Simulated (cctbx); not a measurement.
## Reading a Patterson map

Space group C2/m (no. 12), a = 8.7320 Å, b = 11.7240 Å, c = 6.9870 Å, α = 90.00°, β = 101.78°, γ = 90.00°, content W4 Er4 S14.

Simulated single-crystal data (cctbx): Ga Kα, λ = 1.3414 Å, to d = 0.8 Å, 70 % of the full sphere, strongest reflection 20000 counts, noise from counting, a 6 % proportional error and a noise floor of 2 counts (s.d.); no absorption.

Patterson synthesis, origin scaled to 1000:

```text
Patterson group C 1 2/m 1
      u       v       w   height  length (A)
  0.000   0.000   0.000   1000.0     0.00
  0.246   0.188   0.608    451.3     4.40
 -0.009   0.500   0.217    285.4     6.06
  0.223   0.500   0.145    218.8     6.20
  0.000   0.375   0.000    190.0     4.40
  0.038   0.184   0.236    127.0     2.69
  0.193   0.000   0.339    113.6     2.61
  0.010   0.321   0.432    109.6     4.81
  0.238   0.136   0.197     77.9     2.75
  0.059   0.000   0.168     20.9     1.18
  0.129   0.000   0.980     19.7     1.17
  0.010   0.000   0.832     18.7     1.19
  0.082   0.082   0.045     18.4     1.20
  0.030   0.066   0.137     17.9     1.22
```

Q: Assign the vectors.

A peak at u stands for all pairs with xi − xj = u, with weight Σ ZiZj against Σ Z² = 43984 at the origin. Peak heights follow these weights only roughly, since form factors, motion and series ripples differ, all vectors within 0.55 Å of a peak are counted as merged into it though the farther ones add only part of their weight, and F(000) is left out, which lowers the whole map:

| u | v | w | shortest length (Å) | height | 1000 ΣZiZj/ΣZ² | pairs in the cell |
| --- | --- | --- | --- | --- | --- | --- |
| 0.246 | 0.188 | 0.608 | 4.40 | 451 | 458 | 4 × W–Er |
| -0.009 | 0.500 | 0.217 | 4.25 | 285 | 272 | 2 × W–W, 4 × S–S |
| 0.223 | 0.500 | 0.145 | 2.81 | 219 | 413 | 8 × W–S, 8 × Er–S |
| 0.000 | 0.375 | 0.000 | 4.40 | 190 | 234 | 2 × Er–Er, 4 × S–S |
| 0.038 | 0.184 | 0.236 | 2.69 | 127 | 207 | 4 × W–S, 4 × Er–S |
| 0.193 | 0.000 | 0.339 | 2.61 | 114 | 108 | 4 × W–S |
| 0.010 | 0.321 | 0.432 | 4.81 | 110 | 207 | 4 × W–S, 4 × Er–S |
| 0.238 | 0.136 | 0.197 | 2.75 | 78 | 99 | 4 × Er–S |

The table stops at ten peaks or at a height of 45, below which ripples compete. In the model behind the data W, the heaviest element, has 1 independent site: (0.2542, 0, 0.8924), up to an allowed shift of origin; the W–W vectors are differences of these positions and their symmetry mates. Elements of similar Z can't be told apart from the map alone. The whole model:

```csv
atom,mult.,x,y,z,Ueq (Å²)
W1,4,0.2542,0,0.8924,0.0056
Er1,4,1/2,0.8117,1/2,0.0055
S1,8,0.2342,0.8234,0.6942,0.0118
S2,4,0.4456,0,0.2271,0.0092
S3,2,0,0,0,0.0099
```

This is a model crystal, built by substitution and not relaxed, with assumed displacement parameters.

[Logs are printed without paths, hosts, clocks, repeated set-up lines and the standing remarks that a program may print on its own settings, such as how far it seeks lower states.]
